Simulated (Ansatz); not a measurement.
## Cs2InAgCl6 (Fm-3m): band gap by G0W0 on HSE06

How far does one-shot GW move the HSE06 gap of Cs2InAgCl6 (Fm-3m)?

Method: HSE06, then G0W0 on it, plane waves, PAW, in Ansatz 0.2.0.

**What was measured.**

- Gap 3.3 eV: optical gap from absorption onset near 380 nm, assigned as direct at Gamma; diffuse reflectance with Kubelka-Munk analysis; powder (“Cs2InAgCl6: A new lead-free halide double perovskite with direct band gap”, 2016, arxiv:1611.05426).

In doubt: masses and optical values from hybrid runs of this build are listed as unsure (step 3), which bears on the screening that GW takes from such a start; one-shot GW on d or f shells is unsure (step 3), so the values of those runs are not to be relied on.

### Step 1. The structure

The structure is cubic, space group Fm-3m (No. 225). Conventional cell: a = 10.469 Å, b = 10.469 Å, c = 10.469 Å, α = 90.00°, β = 90.00°, γ = 90.00°. Nearest to Cs lie 12 Cl at 3.70 Å. Nearest to In lie 6 Cl at 2.51 Å. Nearest to Ag lie 6 Cl at 2.72 Å. Nearest to Cl lie 1 In at 2.51 Å and 1 Ag at 2.72 Å and 4 Cs at 3.70 Å. Farther neighbours and most contacts between anions are not listed.

The cell and positions come from the Crystallography Open Database and are kept as given unless a step says otherwise. Spin-orbit coupling is left out unless a step names it. The default PAW set here is soft_2. Its files were made with PBE.

### Step 2. HSE06 levels on the mesh and at listed points

HSE06 mixes in a quarter of exact exchange at short range.

This step: DFT, HSE06, plane waves, PAW.

Input file input.yaml:

```yaml
crystal:
  lattice:
    - [0.0, 5.2345, 5.2345]
    - [5.2345, 0.0, 5.2345]
    - [5.2345, 5.2345, 0.0]
  atoms:
    - { symbol: Cs, position: [0.25, 0.25, 0.25] }
    - { symbol: Cs, position: [0.75, 0.75, 0.75] }
    - { symbol: In, position: [0.0, 0.0, 0.0] }
    - { symbol: Ag, position: [0.5, 0.5, 0.5] }
    - { symbol: Cl, position: [0.76021, 0.23979, 0.23979] }
    - { symbol: Cl, position: [0.23979, 0.76021, 0.23979] }
    - { symbol: Cl, position: [0.23979, 0.76021, 0.76021] }
    - { symbol: Cl, position: [0.76021, 0.23979, 0.76021] }
    - { symbol: Cl, position: [0.23979, 0.23979, 0.76021] }
    - { symbol: Cl, position: [0.76021, 0.76021, 0.23979] }
kpoints:
  mp_grid: { grid: [4, 4, 4] }
  band_path:
    path:
      - [0.0, 0.0, 0.0]
      - [0.5, 0.0, 0.5]
      - [0.625, 0.25, 0.625]
      - [0.375, 0.375, 0.75]
      - [0.5, 0.5, 0.5]
      - [0.5, 0.25, 0.75]
    npoints: 1
hamiltonian:
  xc: hse06
scf:
  occupations: { method: fixed }
  n_extra_bands: 7
output:
  eigenvalues: true
```

On the command line:

```bash
$ ansatz run input.yaml --threads 16 --pin off --max-ram 82944MiB --backend cuda --events-out ev --progress --plain --runs-dir out --devices 1 --max-vram 78GiB
```

Numbers of over 12 decimals in the logs are rounded to 6 here.

The program printed:

```text
scf.n_extra_bands = 7 over 46 filled bands (N_el = 92.0): the run solves 53 bands
GPUs: using 1 of 1 available (devices: 1).
Engine: ansatz 0.2.0, aarch64-unknown-linux-gnu
Pseudopotentials: kind: paw
Pseudopotential: Cs, paw, valence charge 9, recommended cutoff 420 eV (normal), Cs.paw.azcp
Pseudopotential: In, paw, valence charge 13, recommended cutoff 420 eV (normal), In.paw.azcp
Pseudopotential: Ag, paw, valence charge 19, recommended cutoff 420 eV (normal), Ag.paw.azcp
Pseudopotential: Cl, paw, valence charge 7, recommended cutoff 420 eV (normal), Cl.paw.azcp
Functional definition: HSE06
  parameter a = 0.25
  parameter omega = 0.11/bohr
  exchange = pbe_x - a*pbe_x_sr(omega) + a*exact_x_sr(omega)
  correlation = pbe_c
davidson cushion auto → on  (no smearing: the cushion is to keep the highest requested band from converging to the state above it; pin scf.eigensolver.cushion to override)
[...]
Crystal: 10 atoms, lattice volume = 286.850 Å³
Basis set: ecut = 420 eV, 5601 PW (Γ)
Bands: 53, of which v1, the nominal top of the filled ones, is band 46 counted from 1 (45 counted from 0)
Symmetry: 48 space group operations
Space group: Fm-3m (ITA 225), of the structure as read, at distance tolerance 6.6e-5 Å
k-points: 8 of 64
Non-local potential: Cs, projectors of the file, l = 0: 3, l = 1: 2, l = 2: 2, l = 3: 2
Non-local potential: In, projectors of the file, l = 0: 2, l = 1: 2, l = 2: 2, l = 3: 2
Non-local potential: Ag, projectors of the file, l = 0: 3, l = 1: 2, l = 2: 2, l = 3: 1
Non-local potential: Cl, projectors of the file, l = 0: 2, l = 1: 2, l = 2: 2
PAW form: soft (Blöchl's): semilocal exchange-correlation on the pseudo side does not see the compensation charge
PAW frozen core: Cs, regenerated for the run's functional, and the local potential with it (the file was generated under x = pbe(κ = 0.804, μ = 0.219515), c = pbe(β = 0.066725))
PAW frozen core: In, regenerated for the run's functional, and the local potential with it (the file was generated under x = pbe(κ = 0.804, μ = 0.219515), c = pbe(β = 0.066725))
PAW frozen core: Ag, regenerated for the run's functional, and the local potential with it (the file was generated under x = pbe(κ = 0.804, μ = 0.219515), c = pbe(β = 0.066725))
PAW frozen core: Cl, regenerated for the run's functional, and the local potential with it (the file was generated under x = pbe(κ = 0.804, μ = 0.219515), c = pbe(β = 0.066725))
PAW one-centre angular grid: Cs, 194 points (default); XC on 96 Gauss nodes
PAW one-centre angular grid: In, 590 points (default); XC on 64 Gauss nodes
PAW one-centre angular grid: Ag, 590 points (default); XC on 96 Gauss nodes
[...]
Initial density: superposition of atomic densities (neutral atoms: chi_scale 0, normalization atom), corrected by the library's trained network
Initial wavefunctions: pseudopotential atomic-orbital guess
[...]
Functional: x = pbe(κ = 0.804, μ = 0.219515), c = pbe(β = 0.066725), warm-up for x = pbe(κ = 0.804, μ = 0.219515) + 0.25 (exact − pbe) at short range (hse, ω = 0.207870 Å⁻¹), c = pbe(β = 0.066725); HSE06 as pw.x's `hse` composes it (authors' and Libxc's form: `xc: wpbeh`)
SCF iter   1: F=—  HF=-31020.737656 eV  |F-HF|=—  |Δ(HF+E_count)|=         —  Δρ=1.02e-3  dr2=3.52e-3  ethr=1.77e-3  ⟨swp⟩=13.2  Hψ=2028  notcnv=0
preconditioner: auto → none  [insulator: Δε(μ)=1.155 eV  Ē_g=12.412 eV  n_scr=58 (ndim 8)  ℏωp=20.1 eV  f_vac=0.035]
SCF iter   2: F=—  HF=-31020.740298 eV  |F-HF|=—  |Δ(HF+E_count)|=   2.64e-3  Δρ=2.73e-4  dr2=3.64e-4  ethr=3.83e-6  ⟨swp⟩=8.9  Hψ=1817  notcnv=0  defer=18
SCF iter   3: F=-31020.740217 eV  HF=-31020.740231 eV  |F-HF|=1.38e-5  |Δ(HF+E_count)|=   6.74e-5  Δρ=1.34e-4  dr2=5.27e-5  ethr=3.96e-7  ⟨swp⟩=6.1  Hψ=1295  notcnv=0  defer=1
SCF 1 stopped early in 3 iterations: F = -31020.740217 eV  dr2 = 5.27e-5
  greatest PAW one-centre occupation: 1.000 electrons in one spin orbital (limit 2), on the Ag atom at site 3 (counted from 0), in its partial waves of l = 0
[...]
Exchange kernel: α = 0.2500, screened, ω = 0.2079 Å⁻¹, Wigner–Seitz truncation, v(0) = 1046.9251 eV·Å³, q-mesh 4×4×4, nearest image of the exchange supercell L = 29.61 Å, pair-density grid 30×30×30, without the augmentation charges, whose exchange is taken in its separable form by FFT convolution over the k-point mesh (sized by the pseudopotential files, 45×45×45 at the most), smooth part of the exact exchange by density-matrix convolution in up to 10.70 GiB of GPU memory as planned if the GPU has room (build and FFT work areas not counted)
Frozen-core exchange: fock
SCF iter   1: F=—  HF=-31042.583934 eV  |F-HF|=—  |Δ(HF+E_count)|=         —  Δρ=5.26e-3  dr2=7.87e-2  ethr=5.73e-7  ⟨swp⟩=9.1  Hψ=2546  notcnv=0
preconditioner: auto → none  [insulator: Δε(μ)=2.591 eV  Ē_g=13.632 eV  n_scr=58 (ndim 8)  ℏωp=19.6 eV  f_vac=0.035]
SCF iter   2: F=—  HF=-31042.565953 eV  |F-HF|=—  |Δ(HF+E_count)|=   1.80e-2  Δρ=2.40e-3  dr2=1.62e-2  ethr=5.73e-7  ⟨swp⟩=6.2  Hψ=1760  notcnv=0
[...]
SCF iter   6: F=-31042.585735 eV  HF=-31042.585737 eV  |F-HF|=2.81e-6  |Δ(HF+E_count)|=   6.34e-5  Δρ=3.33e-5  dr2=1.45e-5  ethr=4.05e-9  ⟨swp⟩=4.5  Hψ=2337  notcnv=0
SCF 2 stopped early in 6 iterations: F = -31042.585735 eV  dr2 = 1.45e-5
  greatest PAW one-centre occupation: 1.001 electrons in one spin orbital (limit 2), on the Ag atom at site 3 (counted from 0), in its partial waves of l = 1
hybrid outer 1: dexx = +2.732e-2 eV, tail = 5.10e-5 eV
[...]
Exchange kernel: α = 0.2500, screened, ω = 0.2079 Å⁻¹, Wigner–Seitz truncation, v(0) = 1046.9251 eV·Å³, q-mesh 4×4×4, nearest image of the exchange supercell L = 29.61 Å, pair-density grid 30×30×30, without the augmentation charges, whose exchange is taken in its separable form by FFT convolution over the k-point mesh (sized by the pseudopotential files, 45×45×45 at the most), smooth part of the exact exchange by density-matrix convolution in up to 10.70 GiB of GPU memory as planned if the GPU has room (build and FFT work areas not counted)
Frozen-core exchange: fock
SCF iter   1: F=—  HF=-31042.585453 eV  |F-HF|=—  |Δ(HF+E_count)|=         —  Δρ=3.51e-5  dr2=1.80e-6  ethr=2.77e-7  ⟨swp⟩=3.6  Hψ=1032  notcnv=0
[...]
SCF iter   2: F=—  HF=-31042.585454 eV  |F-HF|=—  |Δ(HF+E_count)|=   2.73e-7  Δρ=1.45e-5  dr2=3.43e-7  ethr=1.53e-9  ⟨swp⟩=5.1  Hψ=1421  notcnv=0
SCF iter   3: F=-31042.585454 eV  HF=-31042.585454 eV  |F-HF|=2.40e-8  |Δ(HF+E_count)|=   4.00e-7  Δρ=5.08e-6  dr2=4.05e-8  ethr=3.14e-10  ⟨swp⟩=6.5  Hψ=1255  notcnv=0  defer=3
SCF 3 converged in 3 iterations: F = -31042.585454 eV  dr2 = 4.05e-8
hybrid outer 2: dexx = +6.762e-7 eV, tail = 1.16e-7 eV, Δε = 1.55e-3 eV (about 8.28e-5 eV left of the loop's levels)
[...]
NSCF: frozen V_eff on 6 k-points
hybrid SCF converged: 2 outer / 9 inner (+3 warm-up), last move |dexx| = 6.76e-7 eV, tail = 1.16e-7 eV
Stability not checked: this state was not tested for a lower state beside it, because the functional holds exact exchange (a hybrid, or Hartree-Fock), whose exchange loop this test does not read (fock_operator; see scf.lower_state_search)
Free energy (F): -31042.585454 eV
Frozen-core exchange: fock
Harris-Foulkes:  -31042.585454 eV  (|F-HF|=2.40e-8)
Internal energy: -31042.585454 eV  (E = F + TS)
E sigma→0 (E₀):  -31042.585454 eV
Fermi energy:    3.229202 eV
--- Per-component energies (eV) ---
  E_band       = -824.128838
  E_kinetic    = 2028.283570
  E_local      = -7602.783444  (includes V_loc(G=0)·N_el)
  E_nonlocal   = 686.889422
  E_hartree    = 3149.311141
  E_xc         = -1113.343087
  E_vxc        = -1051.291694  (∫ρ·V_xc dr)
  E_exx        = -237.396095  (= α·E_x^exact, valence–valence)
  E_paw        = -22218.752240  (= ΣΔE_a)
  E_vpaw       = -709.064239  (= ΣTr[D̂ρ^β])
  E_aug_tail   = 0.000891  (compensation charges beyond the density's cutoff)
  E_ewald      = -5733.745495
  E_core_change = -1.050118  (= ΣΔE_core)
  E_smearing   = -0.000000  (= −TS)
  E_closure    = 0.000000  (closes the sum)
  Σ components = -31042.585454   (vs F -31042.585454, Δ=0.00e0)
--- Band table (eV; the first three rows and the last of 8) ---
  k-point 0: bands = [... 42 lower, 2.2449, 2.2449, 3.2292, 3.2292, 5.7978, 9.7967, 9.8785, 9.8785, ... 3 higher]
  k-point 1: bands = [... 42 lower, 2.0861, 2.1478, 2.9012, 2.9012, 6.5352, 9.5866, 10.3105, 10.4908, ... 3 higher]
  k-point 2: bands = [... 42 lower, 2.0684, 2.0684, 2.5965, 2.5965, 7.6378, 8.6571, 11.0136, 11.1483, ... 3 higher]
  k-point 7: bands = [... 42 lower, 2.0758, 2.1092, 2.3681, 2.7443, 8.4033, 9.5706, 11.4907, 11.4907, ... 3 higher]
```

Wall time 17 s (1 × NVIDIA GB200 (shared by 2 runs) with 16 threads of Arm Neoverse V2, shared host); peak memory 1.8 GiB; 2 min of CPU time.

Numbers from this step:

| Quantity | Value |
| --- | --- |
| gap | 2.569 eV |
| valence top at | Γ |
| conduction bottom at | Γ |
| least direct gap | 2.569 eV |
| exact-exchange fraction | 0.25 |

Over mesh and listed points the gap is 2.569 eV, direct, at k = Γ.

### Step 3. One-shot GW

G0W0 replaces the xc potential by a self-energy built once from the orbitals of the start. Levels are corrected in the window of bands that the input names, at points of the mesh.

This step: G0W0 on HSE06, plane waves, PAW.

Changes to input.yaml since step 2:

```diff
@@ -18,17 +18,12 @@
   mp_grid: { grid: [4, 4, 4] }
-  band_path:
-    path:
-      - [0.0, 0.0, 0.0]
-      - [0.5, 0.0, 0.5]
-      - [0.625, 0.25, 0.625]
-      - [0.375, 0.375, 0.75]
-      - [0.5, 0.5, 0.5]
-      - [0.5, 0.25, 0.75]
-    npoints: 1
 hamiltonian:
   xc: hse06
+  pseudopotentials: { kind: paw, source: ansatz }
 scf:
   occupations: { method: fixed }
-  n_extra_bands: 7
-output:
-  eigenvalues: true
+gw:
+  n_empty_bands: 1573
+  ecut_chi: 180.0
+  qp_bands: [v3, c3]
+  qp_kpoints: band_edges
+  screening: { model: contour_deformation }
```

The program printed:

```text
GPUs: using 1 of 1 available (devices: 1).
[...]
Crystal: 10 atoms, lattice volume = 286.850 Å³
Basis set: ecut = 710 eV, 12339 PW (Γ)
Bands: 60, of which v1, the nominal top of the filled ones, is band 50 counted from 1 (49 counted from 0)
Symmetry: 48 space group operations
[...]
k-points: 8 of 64
[...]
SCF iter   1: F=—  HF=-34459.172961 eV  |F-HF|=—  |Δ(HF+E_count)|=         —  Δρ=6.35e-2  dr2=1.20e1  ethr=1.00e-1  ⟨swp⟩=7.5  Hψ=1483  notcnv=0
[...]
iter 2 solved again at ethr=1.17e-3 eV; its pass at ethr=1.20e-2 eV (dr2=1.17e0 eV) is discarded
[...]
SCF iter   7: F=-34454.679067 eV  HF=-34454.679053 eV  |F-HF|=1.34e-5  |Δ(HF+E_count)|=   1.84e-4  Δρ=9.15e-5  dr2=1.48e-5  ethr=2.85e-7  ⟨swp⟩=5.5  Hψ=1618  notcnv=0  defer=1
SCF 1 stopped early in 7 iterations: F = -34454.679067 eV  dr2 = 1.48e-5
[...]
hybrid outer 1: dexx = +2.780e-2 eV, tail = 2.49e-5 eV
[...]
SCF 3 converged in 3 iterations: F = -34476.645701 eV  dr2 = 3.87e-8
[...]
guard bands above this table: 6 of the run's 60 bands. The solve was not asked for them (output.publish_guard_bands: true or output.eigenvalues: true publishes all)
--- G₀W₀: contour deformation, 7 samples at zero and on the imaginary axis and 4 off it, 64 q-points, 1573 empty bands' worth ---
  eigenvalues of the whole cell's RPA ε∞ on this k-mesh (on a slab, of 1 + 4πα/V) = 2.8292, 2.8292, 2.8292; static W/v taken at q = 0 is 0.353461
  gw.qp_kpoints: band_edges: 7 of 8 stored k-points solved, in 1 pass; an edge of the gap read off the rows below is read off those points alone
    valence top: of the k-points left out ik 5 came nearest to being solved in a further pass, in band 49 (counted from 1, as in the quasiparticle table): it holds the edge there only if its correction is more favourable than any solved in that band by at least 0.646 eV; those differ by 0.385 eV
    conduction bottom: of the k-points left out ik 5 came nearest to being solved in a further pass, in band 51 (counted from 1, as in the quasiparticle table): it holds the edge there only if its correction is more favourable than any solved in that band by at least 1.690 eV; those differ by 0.170 eV
    ik  band        ε_KS         Σx   Σc(E_QP)       V_xc       Z   E_QP_lin       E_QP  E_QP is
     0    48      2.5560   -21.2596     2.3945   -17.8781  0.7989     1.5575     1.5690  root
     0    49      3.5369   -27.7658     2.6937   -24.4685  0.8002     2.9295     2.9334  root
     0    50      3.5369   -27.7658     2.6937   -24.4685  0.8002     2.9295     2.9334  root
     0    51      6.1130    -9.6700    -3.6191   -13.6664  0.8422     6.4912     6.4903  root
     0    52     10.1085    -4.5439    -3.3984    -8.2468  0.8652    10.4136    10.4129  root
     0    53     10.1899    -5.9242    -3.6134    -9.9366  0.8513    10.5901    10.5888  root
     1    48      2.4588   -21.1526     2.4136   -17.7455  0.7984     1.4535     1.4653  root
     1    49      3.2089   -27.6268     2.8026   -24.2044  0.7973     2.5847     2.5891  root
     1    50      3.2089   -27.6268     2.8026   -24.2044  0.7973     2.5847     2.5891  root
     1    51      6.8500   -10.1452    -3.6421   -14.1970  0.8378     7.2607     7.2596  root
     1    52      9.8994    -7.5734    -3.9081   -11.8812  0.8366    10.3006    10.2992  root
     1    53     10.6222    -4.7511    -3.4369    -8.5163  0.8627    10.9513    10.9505  root
     2    48      2.3790   -21.2150     2.3291   -17.9381  0.7989     1.4205     1.4312  root
     2    49      2.9045   -27.1865     2.9160   -23.6004  0.7943     2.2289     2.2344  root
     2    50      2.9045   -27.1865     2.9160   -23.6004  0.7943     2.2289     2.2344  root
     2    51      7.9524   -10.8827    -3.7344   -15.1103  0.8305     8.4476     8.4456  root
     2    52      8.9708    -8.1978    -4.0596   -12.6164  0.8339     9.3311     9.3298  root
     2    53     11.3251    -4.7661    -3.5007    -8.6590  0.8605    11.7184    11.7173  root
     3    48      2.5481   -21.2405     2.3949   -17.8577  0.7989     1.5488     1.5603  root
     3    49      2.6320   -28.0399     3.0336   -24.4001  0.7910     2.0209     2.0258  root
     3    50      3.5355   -27.7670     2.6931   -24.4709  0.8002     2.9286     2.9325  root
     3    51      7.1488   -10.6602    -3.6102   -14.6935  0.8353     7.5732     7.5719  root
     3    52     10.5771    -8.3822    -3.9990   -12.8049  0.8269    11.0027    11.0009  root
     3    53     10.7378    -4.7586    -3.4116    -8.5293  0.8622    11.0979    11.0970  root
     4    48      2.4222   -21.5129     2.4696   -18.0631  0.7978     1.4303     1.4420  root
     4    49      2.5203   -26.2630     2.8693   -22.6934  0.7924     1.8136     1.8200  root
     4    50      3.2374   -27.5397     2.7789   -24.1387  0.7977     2.6109     2.6153  root
     4    51      8.2391   -11.6182    -3.7145   -15.8302  0.8269     8.7387     8.7366  root
     4    52      9.7151    -8.7655    -4.1478   -13.3036  0.8254    10.1071    10.1054  root
     4    53     11.4256    -4.9945    -3.4737    -8.8745  0.8589    11.8331    11.8318  root
     6    48      2.4246   -25.4387     2.9945   -21.5963  0.7929     1.5674     1.5768  root
     6    49      2.5404   -21.2216     2.3954   -17.8376  0.7989     1.5401     1.5517  root
     6    50      3.5340   -27.7687     2.6929   -24.4732  0.8002     2.9276     2.9315  root
     6    51      8.5772   -12.4735    -3.7134   -16.7009  0.8222     9.0937     9.0913  root
     6    52     10.8986   -10.0284    -4.5309   -14.9575  0.8007    11.2984    11.2968  root
     6    53     11.4305    -5.1536    -3.4601    -9.0217  0.8585    11.8398    11.8385  root
     7    48      2.4184   -25.4832     3.0048   -21.6325  0.7927     1.5632     1.5726  root
     7    49      2.6766   -26.1535     2.6923   -22.8029  0.7950     2.0130     2.0183  root
     7    50      3.0520   -27.7187     2.8846   -24.2102  0.7955     2.4233     2.4280  root
     7    51      8.7173   -12.5417    -3.7507   -16.8392  0.8208     9.2670     9.2641  root
     7    52      9.8840    -9.0405    -4.2359   -13.6453  0.8207    10.2545    10.2529  root
     7    53     11.8021    -6.1506    -3.7341   -10.3107  0.8445    12.2297    12.2281  root
```

Run time: 6.7 min. Hardware: 1 × NVIDIA GB200 (shared by 2 runs) with 16 threads; peak memory 11 GiB.

This step gave:

```
bands summed                                    : 1623
RPA ε∞ on this mesh (eigenvalues)               : 2.829, 2.829, 2.829
plane waves in the screening matrix             : 1591
q-points in the mesh                            : 64
G0W0 gap over the corrected points              : 3.557 eV
k of the valence top                            : 0, 0, 0
k of the conduction bottom                      : 0, 0, 0
starting gap on the mesh                        : 2.576 eV
Z at the valence top                            : 0.8002
Z at the conduction bottom                      : 0.8422
least direct G0W0 gap over the corrected points : 3.557 eV
```

Over 7 of 8 irreducible mesh points the G0W0 gap is 3.557 eV, direct, at k = Γ. The HSE06 gap of this run on the mesh is 2.576 eV. The two states that bound the G0W0 gap lie that far apart at the start, so the correction of the gap is 3.557 − 2.576 = +0.981 eV. The start of this run differs from the step before in files (soft_2 PAW and hard PAW) and plane-wave cutoff (420 eV and 710 eV).

Labels follow the order of the start: v1 is the top filled band, c1 the lowest empty one; levels that stay degenerate share a row, the window can cut a multiplet, doubted levels are not marked in this list, bands outside the window were not corrected, and the list may be a part of the corrected levels. The levels before and after the correction (eV, zero at the valence-band top of each column):

|  | conduction bottom | valence top |
| --- | --- | --- |
| HSE06 | 2.58 | 0.00 |
| G0W0 | 3.56 | 0.00 |

```csv
,level,occupation,energy (eV)
HSE06,Γ v3,2,-0.981
HSE06,Γ v2-v1,2,0.000
HSE06,Γ c1,0,2.576
HSE06,Γ c2,0,6.572
HSE06,Γ c3,0,6.653
G0W0,Γ v3,2,-1.364
G0W0,Γ v2-v1,2,0.000
G0W0,Γ c1,0,3.557
G0W0,Γ c2,0,7.479
G0W0,Γ c3,0,7.655
```

The parts of the quasiparticle energy for the two states that bound the G0W0 gap, in eV on the run's own scale (QP = start + Σx + Σc − Vxc, with Σc at the quasiparticle energy):

```csv
edge,k,band,start,Σx,Σc,Vxc,Z,QP
valence top,Γ,49,3.537,−27.766,2.694,−24.468,0.800,2.933
conduction bottom,Γ,51,6.113,−9.670,−3.619,−13.666,0.842,6.490
```

For a hybrid start, Vxc holds its share of exact exchange.

(Part 1 of 2 ends here.)

[Paths, hosts, dates, memory and timing lines, banners, echoed tables and standing remarks are left out of the program output.]

[Logs are printed without paths, hosts, clocks, repeated set-up lines and the standing remarks that a program may print on its own settings, such as how far it seeks lower states.]

[Runs of the session that timed out or met a known fault of the program may be left out.]

[Cells called generated may have been cut or substituted from an entry of the Crystallography Open Database or the Materials Project.]

[Hosts, paths, dates, database ids (printed as entryN), source tags and the programs' standing remarks are cut or masked in the printed files.]

[Where an RPA ε∞ is given, it is that of the G0W0 mesh and is not shown converged in it. Names of k-points follow the symmetry that the program found, which can be lower than the space group named. Band edges on a path are those of the sampled points; other points can move an edge, and change direct to indirect where valleys lie close.]

[Hybrid gaps are those of their k-mesh and are not shown converged in it.]
